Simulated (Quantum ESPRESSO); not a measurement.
# 1T-SnO2, 1 layer, stepped through biaxial strain, part 3 of 6

Aim: how the results for 1T-SnO2, 1 layer change with biaxial strain.

Quantum ESPRESSO 7.5; plane-wave DFT, PBE, GBRV ultrasoft pseudopotentials.

So far. Step 2 (Relaxing cell and ions of the reference):  The last row is no step: it is a fresh SCF in the final cell with a new plane-wave basis, +2 meV from the row before. Step 3 (Relaxing the ions, -4 %): The relaxation lowers the energy by 19 meV an atom.

**5. Electrostatic potential, -4 %**

plot_num = 11 writes the bare and Hartree potential, from which vacuum levels or, in a crystal, the mean potential are read.

m0.pot.in

```
&inputpp
  prefix = 'm0.scf'
  outdir = './out'
  filplot = 'm0.pot.dat'
  plot_num = 11
/
```

Started as:

```
$ OMP_NUM_THREADS=1 mpirun -n 4 pp.x -in m0.pot.in > m0.pot.out
```

Output:

```text
[banner, memory and clock lines left out]
Program POST-PROC v.7.5 starts

          URL

     ./out/m0.scf.save/

     IMPORTANT: XC functional enforced from input :
     Exchange-correlation= PBE
                           (   1   4   3   4   0   0   0)
     Any further DFT definition will be discarded
     Please, verify this is what you really want

     negative rho (up, down):  2.256E-04 0.000E+00

     Calling punch_plot, plot_num =  11
     Writing data to file  m0.pot.dat
     Message from routine chdens:
     namelist plot not found or invalid, exiting
```

Elapsed: 1.3 s, on 4 MPI ranks of Intel Xeon Platinum 8488C (Sapphire Rapids), shared host; peak memory 0.09 GiB; 4.2 s of CPU time.

This step gave:

* slope of the potential above: 4.91e-5 eV/Å
* upper vacuum line continued to the top atoms, over the valence top: 8.769 eV
* slope of the potential below: -3.64e-5 eV/Å
* lower vacuum line continued to the bottom atoms, over the valence top: 8.769 eV
* vacuum level at the upper face over the valence top of the mesh: 8.769 eV
* vacuum level at the lower face over the valence top of the mesh: 8.769 eV

Electrostatic potential energy of an electron; zero at the highest filled level of the SCF mesh. Potential energy, planar mean against z:

| z (Å) | potential energy, planar mean (eV) |
| --- | --- |
| 0.0 | 8.77 |
| 0.5 | 8.77 |
| 1.0 | 8.77 |
| 1.5 | 8.77 |
| 2.0 | 8.77 |
| 2.5 | 8.77 |
| 3.0 | 8.77 |
| 3.5 | 8.77 |
| 4.0 | 8.77 |
| 4.5 | 8.77 |
| 5.0 | 8.76 |
| 5.5 | 8.73 |
| 6.0 | 8.55 |
| 6.5 | 7.40 |
| 7.0 | 0.0528 |
| 7.5 | -8.08 |
| 8.0 | -13.2 |
| 8.5 | -17.1 |
| 9.0 | -10.1 |
| 9.5 | -6.22 |
| 10.0 | 4.62 |
| 10.5 | 8.15 |
| 11.0 | 8.66 |
| 11.5 | 8.75 |
| 12.0 | 8.77 |
| 12.5 | 8.77 |
| 13.0 | 8.77 |
| 13.5 | 8.77 |
| 14.0 | 8.77 |
| 14.5 | 8.77 |
| 15.0 | 8.77 |
| 15.5 | 8.77 |
| 16.0 | 8.77 |
| 16.5 | 8.77 |

**6. Bands along a path, -4 %**

Bands along a path place the edges.

m0.bands.in

```
&control
  prefix = 'm0.bands'
  outdir = './out'
  pseudo_dir = './pseudo'
  calculation = 'bands'
/
&system
  ibrav = 0
  nat = 3
  ntyp = 2
  ecutwfc = 40
  ecutrho = 200
  occupations = 'smearing'
  smearing = 'fd'
  degauss = 0.002
  nbnd = 19
/
&electrons
  conv_thr = 1e-07
  mixing_beta = 0.4
  electron_maxstep = 120
  mixing_mode = 'plain'
/
ATOMIC_SPECIES
  O   15.9990  o_pbe_v1.2.uspp.F.UPF
  Sn  118.7100  sn_pbe_v1.4.uspp.F.UPF
CELL_PARAMETERS angstrom
  3.08525809344000 0.00000000000000 0.00000000000000
  -1.54262904672000 2.67191188608000 0.00000000000000
  0.00000000000000 0.00000000000000 16.78885438200000
ATOMIC_POSITIONS crystal
  O   0.666666666700 0.333333333300 0.435716042500
  Sn  0.000000000000 0.000000000000 0.500000000000
  O   0.333333333300 0.666666666700 0.564283957500
K_POINTS crystal_b
4
  0.0000000000 0.0000000000 0.0000000000 12
  0.5000000000 0.0000000000 0.0000000000 12
  0.3333333333 0.3333333333 0.0000000000 12
  0.0000000000 0.0000000000 0.0000000000 1
```

Started as:

```
$ cp -r out/m0.scf.save out/m0.bands.save
$ cp out/m0.scf.xml out/m0.bands.xml
$ OMP_NUM_THREADS=1 mpirun -n 4 pw.x -nk 4 -in m0.bands.in > m0.bands.out
```

Output:

```text
[banner, memory and clock lines left out]
Program PWSCF v.7.5 starts

          URL

     Atomic positions and unit cell read from directory:
     ./out/m0.bands.save/

     Message from routine setup:
     using ibrav=0 with symmetry is DISCOURAGED, use correct ibrav instead

     G-vector sticks info

     bravais-lattice index     =            0
     lattice parameter (alat)  =       5.8303  a.u.
     unit-cell volume          =     933.9665 (a.u.)^3
     number of atoms/cell      =            3
     number of atomic types    =            2
     number of electrons       =        26.00
     number of Kohn-Sham states=           19
     kinetic-energy cutoff     =      40.0000  Ry
     charge density cutoff     =     200.0000  Ry
     Exchange-correlation=  SLA  PW   PBX  PBC
                           (   1   4   3   4   0   0   0)

     celldm(1)=   5.830293  celldm(2)=   0.000000  celldm(3)=   0.000000
     celldm(4)=   0.000000  celldm(5)=   0.000000  celldm(6)=   0.000000

     crystal axes: (cart. coord. in units of alat)
               a(1) = (   1.000000   0.000000   0.000000 )
               a(2) = (  -0.500000   0.866025   0.000000 )
               a(3) = (   0.000000   0.000000   5.441637 )

     reciprocal axes: (cart. coord. in units 2 pi/alat)
               b(1) = (  1.000000  0.577350 -0.000000 )
               b(2) = (  0.000000  1.154701  0.000000 )
               b(3) = (  0.000000 -0.000000  0.183768 )

     PseudoPot. # 1 for O  read from file:
     ./pseudo/o_pbe_v1.2.uspp.F.UPF
     Pseudo is Ultrasoft + core correction, Zval =  6.0
     Generated by new atomic code, or converted to UPF format
     Using radial grid of  737 points,  5 beta functions with:
                l(1) =   0
                l(2) =   0
                l(3) =   1
                l(4) =   1
                l(5) =   2
     Q(r) pseudized with  8 coefficients,  rinner =    0.900   0.900   0.900
                                                       0.900   0.900

     PseudoPot. # 2 for Sn read from file:
     ./pseudo/sn_pbe_v1.4.uspp.F.UPF
     Pseudo is Ultrasoft + core correction, Zval = 14.0
     Generated by new atomic code, or converted to UPF format
     Using radial grid of  891 points,  6 beta functions with:
                l(1) =   0
                l(2) =   0
                l(3) =   1
                l(4) =   1
                l(5) =   2
                l(6) =   2
     Q(r) pseudized with  8 coefficients,  rinner =    1.350   1.350   1.350
                                                       1.350   1.350

     atomic species   valence    mass     pseudopotential
     O                 6.00    15.99900     O ( 1.00)
     Sn               14.00   118.71000     Sn( 1.00)

     12 Sym. Ops., with inversion, found

   Cartesian axes

     site n.     atom                  positions (alat units)
         1        O      tau(   1) = (   0.5000000   0.2886751   2.3710085  )
         2        Sn     tau(   2) = (   0.0000000   0.0000000   2.7208185  )
         3        O      tau(   3) = (  -0.0000000   0.5773503   3.0706284  )

     number of k points=    37  Fermi-Dirac smearing, width (Ry)=  0.0020
                       cart. coord. in units 2pi/alat
        k(    1) = (   0.0000000   0.0000000   0.0000000), wk =   0.0540541
        k(    2) = (   0.0416667   0.0240563   0.0000000), wk =   0.0540541
        k(    3) = (   0.0833333   0.0481125   0.0000000), wk =   0.0540541
        k(    4) = (   0.1250000   0.0721688   0.0000000), wk =   0.0540541
        k(    5) = (   0.1666667   0.0962250   0.0000000), wk =   0.0540541
        k(    6) = (   0.2083333   0.1202813   0.0000000), wk =   0.0540541
        k(    7) = (   0.2500000   0.1443376   0.0000000), wk =   0.0540541
        k(    8) = (   0.2916667   0.1683938   0.0000000), wk =   0.0540541
        k(    9) = (   0.3333333   0.1924501   0.0000000), wk =   0.0540541
        k(   10) = (   0.3750000   0.2165064   0.0000000), wk =   0.0540541
        k(   11) = (   0.4166667   0.2405626   0.0000000), wk =   0.0540541
        k(   12) = (   0.4583333   0.2646189   0.0000000), wk =   0.0540541
        k(   13) = (   0.5000000   0.2886751   0.0000000), wk =   0.0540541
        k(   14) = (   0.4861111   0.3127314   0.0000000), wk =   0.0540541
        k(   15) = (   0.4722222   0.3367877   0.0000000), wk =   0.0540541
        k(   16) = (   0.4583333   0.3608439   0.0000000), wk =   0.0540541
        k(   17) = (   0.4444444   0.3849002   0.0000000), wk =   0.0540541
        k(   18) = (   0.4305556   0.4089564   0.0000000), wk =   0.0540541
        k(   19) = (   0.4166667   0.4330127   0.0000000), wk =   0.0540541
        k(   20) = (   0.4027778   0.4570690   0.0000000), wk =   0.0540541
        k(   21) = (   0.3888889   0.4811252   0.0000000), wk =   0.0540541
        k(   22) = (   0.3750000   0.5051815   0.0000000), wk =   0.0540541
        k(   23) = (   0.3611111   0.5292377   0.0000000), wk =   0.0540541
        k(   24) = (   0.3472222   0.5532940   0.0000000), wk =   0.0540541
        k(   25) = (   0.3333333   0.5773503   0.0000000), wk =   0.0540541
        k(   26) = (   0.3055556   0.5292377   0.0000000), wk =   0.0540541
        k(   27) = (   0.2777778   0.4811252   0.0000000), wk =   0.0540541
        k(   28) = (   0.2500000   0.4330127   0.0000000), wk =   0.0540541
        k(   29) = (   0.2222222   0.3849002   0.0000000), wk =   0.0540541
        k(   30) = (   0.1944444   0.3367877   0.0000000), wk =   0.0540541
        k(   31) = (   0.1666667   0.2886751   0.0000000), wk =   0.0540541
        k(   32) = (   0.1388889   0.2405626   0.0000000), wk =   0.0540541
        k(   33) = (   0.1111111   0.1924501   0.0000000), wk =   0.0540541
        k(   34) = (   0.0833333   0.1443376   0.0000000), wk =   0.0540541
        k(   35) = (   0.0555556   0.0962250   0.0000000), wk =   0.0540541
        k(   36) = (   0.0277778   0.0481125   0.0000000), wk =   0.0540541
        k(   37) = (   0.0000000   0.0000000   0.0000000), wk =   0.0540541

     Dense  grid:    44573 G-vectors     FFT dimensions: (  27,  27, 144)

     Smooth grid:    31921 G-vectors     FFT dimensions: (  24,  24, 128)

     The potential is recalculated from file :
     ./out/m0.bands.save/charge-density

     negative rho (up, down):  2.256E-04 0.000E+00
     Starting wfcs are   17 randomized atomic wfcs +    2 random wfcs

     Band Structure Calculation
     Davidson diagonalization with overlap

     ethr =  3.85E-10,  avg # of iterations = 53.2

     End of band structure calculation

          k = 0.0000 0.0000 0.0000 (  3969 PWs)   bands (ev):

   -24.0053 -23.8072 -23.8072 -23.5031 -23.5031 -22.2604 -20.5624  -8.1572
[...]
4.6114   5.3356   6.5897

          k = 0.1667 0.0962 0.0000 (  3960 PWs)   bands (ev):

   -24.1012 -23.8316 -23.7227 -23.5988 -23.5131 -22.0453 -20.0396  -8.5398
    -6.3306  -5.6605  -5.3174  -4.5570  -4.5179   0.2520   3.1670   4.5392
     4.8757   5.4910   6.6819

          k = 0.2083 0.1203 0.0000 (  3966 PWs)   bands (ev):

   -24.2288 -23.7702 -23.6855 -23.6179 -23.5137 -21.9183 -19.8162  -8.7824
    -6.7619  -5.8669  -5.4766  -4.5159  -4.5020   0.6868   3.5288   4.8121
     5.2147   5.6345   6.4629

          k = 0.2500 0.1443 0.0000 (  3972 PWs)   bands (ev):

   -24.3590 -23.7248 -23.6520 -23.6171 -23.5074 -21.7638 -19.5915  -9.0760
    -7.1835  -6.0772  -5.5922  -4.4915  -4.4701   1.0865   3.7406   5.1304
     5.6019   5.7997   6.5276

          k = 0.2917 0.1684 0.0000 (  3992 PWs)   bands (ev):

   -24.4813 -23.7156 -23.6292 -23.5826 -23.4896 -21.5888 -19.3808  -9.3952
    -7.5794  -6.2789  -5.6587  -4.4852  -4.4265   1.4152   3.7526   5.5115
     5.9641   6.1787   6.8133

          k = 0.3333 0.1925 0.0000 (  3996 PWs)   bands (ev):

   -24.5888 -23.7254 -23.6191 -23.5355 -23.4615 -21.4048 -19.1972  -9.7085
    -7.9344  -6.4609  -5.6849  -4.4819  -4.3900   1.6468   3.6623   5.9574
     6.3788   6.6805   7.2197

          k = 0.3750 0.2165 0.0000 (  4004 PWs)   bands (ev):

   -24.6766 -23.7379 -23.6169 -23.4936 -23.4305 -21.2284 -19.0505  -9.9854
    -8.2332  -6.6132  -5.6850  -4.4805  -4.3630   1.7768   3.5738   6.4249
     6.8670   7.2171   7.7150

          k = 0.4167 0.2406 0.0000 (  3998 PWs)   bands (ev):

   -24.7413 -23.7485 -23.6176 -23.4622 -23.4039 -21.0797 -18.9462 -10.2009
    -8.4606  -6.7280  -5.6731  -4.4801  -4.3456   1.8288   3.5201   6.8428
     7.4095   7.7792   8.2538

          k = 0.4583 0.2646 0.0000 (  3998 PWs)   bands (ev):

   -24.7810 -23.7553 -23.6189 -23.4431 -23.3863 -20.9794 -18.8850 -10.3370
    -8.6033  -6.7993  -5.6608  -4.4800  -4.3365   1.8404   3.4952   7.1363
     7.9535   8.1229   8.3997

          k = 0.5000 0.2887 0.0000 (  3996 PWs)   bands (ev):

   -24.7944 -23.7576 -23.6194 -23.4367 -23.3801 -20.9438 -18.8650 -10.3835
    -8.6520  -6.8235  -5.6558  -4.4801  -4.3337   1.8408   3.4882   7.2453
     8.0799   8.2579   8.8385

          k = 0.4861 0.3127 0.0000 (  3996 PWs)   bands (ev):

   -24.7904 -23.7560 -23.6276 -23.4369 -23.3846 -20.9273 -18.8693 -10.3830
    -8.6430  -6.8444  -5.6656  -4.4916  -4.3305   1.8589   3.5181   7.2426
     8.0519   8.2657   8.8487

          k = 0.4722 0.3368 0.0000 (  3988 PWs)   bands (ev):

   -24.7785 -23.7510 -23.6522 -23.4378 -23.3966 -20.8788 -18.8821 -10.3818
    -8.6162  -6.9049  -5.6965  -4.5228  -4.3221   1.9114   3.6061   7.2347
     7.9657   8.2890   8.8793

          k = 0.4583 0.3608 0.0000 (  3986 PWs)   bands (ev):

   -24.7589 -23.7427 -23.6932 -23.4391 -23.4133 -20.8017 -18.9037 -10.3802
    -8.5721  -6.9983  -5.7527  -4.5649  -4.3112   1.9937   3.7470   7.2215
     7.8224   8.3275   8.8709

          k = 0.4444 0.3849 0.0000 (  3990 PWs)   bands (ev):

   -24.7320 -23.7492 -23.7315 -23.4410 -23.4319 -20.7004 -18.9345 -10.3788
    -8.5113  -7.1155  -5.8391  -4.6063  -4.3009   2.0985   3.9333   7.2030
     7.6338   8.3810   8.8793

          k = 0.4306 0.4090 0.0000 (  3988 PWs)   bands (ev):

   -24.6983 -23.8170 -23.7174 -23.4509 -23.4434 -20.5799 -18.9749 -10.3783
    -8.4350  -7.2460  -5.9583  -4.6366  -4.2944   2.2170   4.1559   7.1797
     7.4165   8.4494   8.9240

          k = 0.4167 0.4330 0.0000 (  3992 PWs)   bands (ev):

   -24.6585 -23.8927 -23.7008 -23.4699 -23.4463 -20.4451 -19.0256 -10.3794
    -8.3450  -7.3795  -6.1077  -4.6497  -4.2940   2.3397   4.4052   7.1519
     7.1846   8.5329   8.9966

          k = 0.4028 0.4571 0.0000 (  4008 PWs)   bands (ev):

   -24.6132 -23.9724 -23.6821 -23.4889 -23.4496 -20.3008 -19.0871 -10.3830
    -8.2436  -7.5063  -6.2795  -4.6448  -4.3011   2.4573   4.6714   6.9488
     7.1205   8.6320   9.0889

          k = 0.3889 0.4811 0.0000 (  3996 PWs)   bands (ev):

   -24.5635 -24.0530 -23.6618 -23.5078 -23.4532 -20.1512 -19.1600 -10.3891
    -8.1343  -7.6183  -6.4626  -4.6242  -4.3165   2.5618   4.9449   6.7166
     7.0871   8.7469   9.1923

          k = 0.3750 0.5052 0.0000 (  3980 PWs)   bands (ev):

   -24.5101 -24.1317 -23.6405 -23.5266 -23.4569 -20.0001 -19.2449 -10.3975
    -8.0232  -7.7091  -6.6429  -4.5916  -4.3402   2.6470   5.2160   6.4932
     7.0536   8.8768   9.2963

          k = 0.3611 0.5292 0.0000 (  4006 PWs)   bands (ev):

   -24.4540 -24.2065 -23.6190 -23.5451 -23.4604 -19.8514 -19.3422 -10.4068
    -7.9207  -7.7742  -6.8029  -4.5505  -4.3719   2.7089   5.4744   6.2823
     7.0230   9.0174   9.3876

          k = 0.3472 0.5533 0.0000 (  4012 PWs)   bands (ev):

   -24.3963 -24.2756 -23.5985 -23.5630 -23.4632 -19.7083 -19.4521 -10.4147
    -7.8452  -7.8114  -6.9186  -4.5044  -4.4109   2.7456   5.7087   6.0860
     6.9999   9.1528   9.4576

          k = 0.3333 0.5774 0.0000 (  4008 PWs)   bands (ev):

   -24.3379 -24.3379 -23.5801 -23.5801 -23.4643 -19.5744 -19.5744 -10.4181
    -7.8201  -7.8201  -6.9614  -4.4563  -4.4563   2.7575   5.9053   5.9053
     6.9905   9.2215   9.5378

          k = 0.3056 0.5292 0.0000 (  3990 PWs)   bands (ev):

   -24.4380 -24.2227 -23.6108 -23.5569 -23.4576 -19.8540 -19.3459 -10.3972
    -7.9175  -7.7580  -6.8181  -4.5611  -4.3646   2.7148   5.5908   6.1291
     7.0376   8.9415   9.1874

          k = 0.2778 0.4811 0.0000 (  4006 PWs)   bands (ev):

   -24.5016 -24.1156 -23.6350 -23.5544 -23.4395 -20.1727 -19.1881 -10.3184
    -8.0428  -7.6083  -6.5232  -4.6740  -4.2933   2.6007   5.3355   6.1017
     7.1449   8.3380   8.6995

          k = 0.2500 0.4330 0.0000 (  4018 PWs)   bands (ev):

   -24.5260 -24.0227 -23.6514 -23.5627 -23.4237 -20.5162 -19.1166 -10.1660
    -8.0732  -7.3980  -6.1925  -4.7797  -4.2553   2.4296   5.1404   5.8796
     7.2338   7.6466   8.1189

          k = 0.2222 0.3849 0.0000 (  4014 PWs)   bands (ev):

   -24.5111 -23.9493 -23.6592 -23.5722 -23.4219 -20.8660 -19.1375  -9.9387
    -7.9718  -7.1552  -5.8697  -4.8606  -4.2570   2.1994   5.0186   5.5164
     6.9727   7.2437   7.5419

          k = 0.1944 0.3368 0.0000 (  4002 PWs)   bands (ev):

   -24.4585 -23.8997 -23.6584 -23.5781 -23.4396 -21.2017 -19.2453  -9.6481
    -7.7355  -6.9050  -5.5777  -4.8997  -4.2971   1.8960   4.9889   5.0633
     6.3647   6.7148   7.2632

          k = 0.1667 0.2887 0.0000 (  3988 PWs)   bands (ev):

   -24.3724 -23.8754 -23.6497 -23.5814 -23.4757 -21.5039 -19.4249  -9.3173
    -7.3799  -6.6629  -5.3312  -4.8871  -4.3669   1.5096   4.5603   5.0316
     5.8747   6.0936   6.7880

          k = 0.1389 0.2406 0.0000 (  3970 PWs)   bands (ev):

   -24.2596 -23.8735 -23.6340 -23.6002 -23.5113 -21.7576 -19.6540  -8.9797
    -6.9337  -6.4249  -5.1406  -4.8274  -4.4503   1.0481   4.0295   4.9671
     5.5397   5.6412   6.4867

          k = 0.1111 0.1925 0.0000 (  3952 PWs)   bands (ev):

   -24.1312 -23.8890 -23.6569 -23.6121 -23.5189 -21.9552 -19.9065  -8.6741
    -6.4355  -6.1688  -5.0145  -4.7417  -4.5248   0.5385   3.4885   4.6940
     5.0800   5.5687   6.5450

          k = 0.0833 0.1443 0.0000 (  3956 PWs)   bands (ev):

   -24.0032 -23.9187 -23.7231 -23.5840 -23.5137 -22.0976 -20.1538  -8.4340
    -5.9355  -5.8752  -4.9565  -4.6588  -4.5675   0.0224   2.9670   4.4120
     4.7247   5.4051   6.6911

          k = 0.0556 0.0962 0.0000 (  3959 PWs)   bands (ev):

   -23.9577 -23.8965 -23.7724 -23.5502 -23.5080 -22.1912 -20.3656  -8.2730
    -5.5588  -5.5018  -4.9402  -4.6050  -4.5801  -0.4427   2.5150   4.1958
     4.4740   5.2429   6.4707

          k = 0.0278 0.0481 0.0000 (  3975 PWs)   bands (ev):

   -23.9918 -23.8293 -23.7990 -23.5175 -23.5043 -22.2436 -20.5105  -8.1848
    -5.2841  -5.2322  -4.8973  -4.5940  -4.5904  -0.7796   2.1992   4.0626
     4.3252   5.1357   6.3367

          k = 0.0000 0.0000 0.0000 (  3969 PWs)   bands (ev):

   -24.0053 -23.8072 -23.8072 -23.5031 -23.5031 -22.2604 -20.5624  -8.1572
    -5.1650  -5.1650  -4.8424  -4.6032  -4.6032  -0.9053   2.0844   4.0177
     4.2759   5.0987   6.2917

     XML data file, pseudopotentials, collected wavefunctions

                                        0.00s GPU  (     490 calls)
```

It took 9.8 s on 4 MPI ranks; peak memory 0.3 GiB.

Read from the output:

* conduction bottom, on the run's zero: -0.9053 eV

Band numbers count within the set of bands kept for display. The electronic bands at the labelled points (eV, zero at the highest filled level of the SCF mesh; v1 is the highest filled band, c1 the lowest empty one):

| point | v4 | v3 | v2 | v1 | c1 | c2 |
| --- | --- | --- | --- | --- | --- | --- |
| Γ | -0.91 | -0.59 | -0.35 | -0.35 | 3.35 | 6.34 |
| halfway | -1.82 | -1.34 | -0.24 | -0.21 | 5.34 | 8.00 |
| M | -2.57 | -1.40 | -0.22 | -0.08 | 6.10 | 7.74 |
| halfway | -3.12 | -1.85 | -0.39 | -0.04 | 6.59 | 8.66 |
| K | -3.56 | -2.71 | -0.20 | -0.20 | 7.01 | 10.16 |
| halfway | -2.41 | -1.08 | -0.63 | -0.11 | 5.76 | 8.82 |
| Γ | -0.91 | -0.59 | -0.35 | -0.35 | 3.35 | 6.34 |

The electronic bands as a text plot (rows in eV, shown from -6.2 to 6.3 only):

```
    6.1 |+            +++++++++++                 ++            +
    5.6 |         ++++                              ++++
    5.0 |        +                                      ++
    4.5 |      ++                                         ++
    4.0 |    ++                                             ++
    3.5 |++++                                                 +++
    3.0 |
    2.4 |
    1.9 |
    1.4 |
    0.9 |
    0.3 |
   -0.2 |********************************************************
   -0.7 |******                               *******************
   -1.2 | **********************                  ****      ****
   -1.7 |    **  ***            ****          ****      ****
   -2.3 |      ***  *******         ***     **      ******
   -2.8 |         **       ********    *****    ****  **
   -3.3 |           **             ****** ******  ****
   -3.8 |****         ***           **************          *****
   -4.3 |    *****       ***********                    ****
   -4.9 |         **                                ****
   -5.4 |           ****                          **
   -5.9 |               **************************
         Γ                   M           K                      Γ
```

Along this path the valence top lies between K and Γ and the conduction bottom at Γ.

(Part 3 of 6 ends here.)

[Logs are printed without paths, hosts, clocks, repeated set-up lines and the standing remarks that a program may print on its own settings, such as how far it seeks lower states.]

[Hosts, paths, dates, database ids (printed as entryN), source tags and the programs' standing remarks are cut or masked in the printed files.]

[Maps of the electrostatic potential energy from Ansatz leave out the sawtooth potential of an applied field or a dipole correction, so their vacuum need not be flat; planar profiles and work functions include it.]
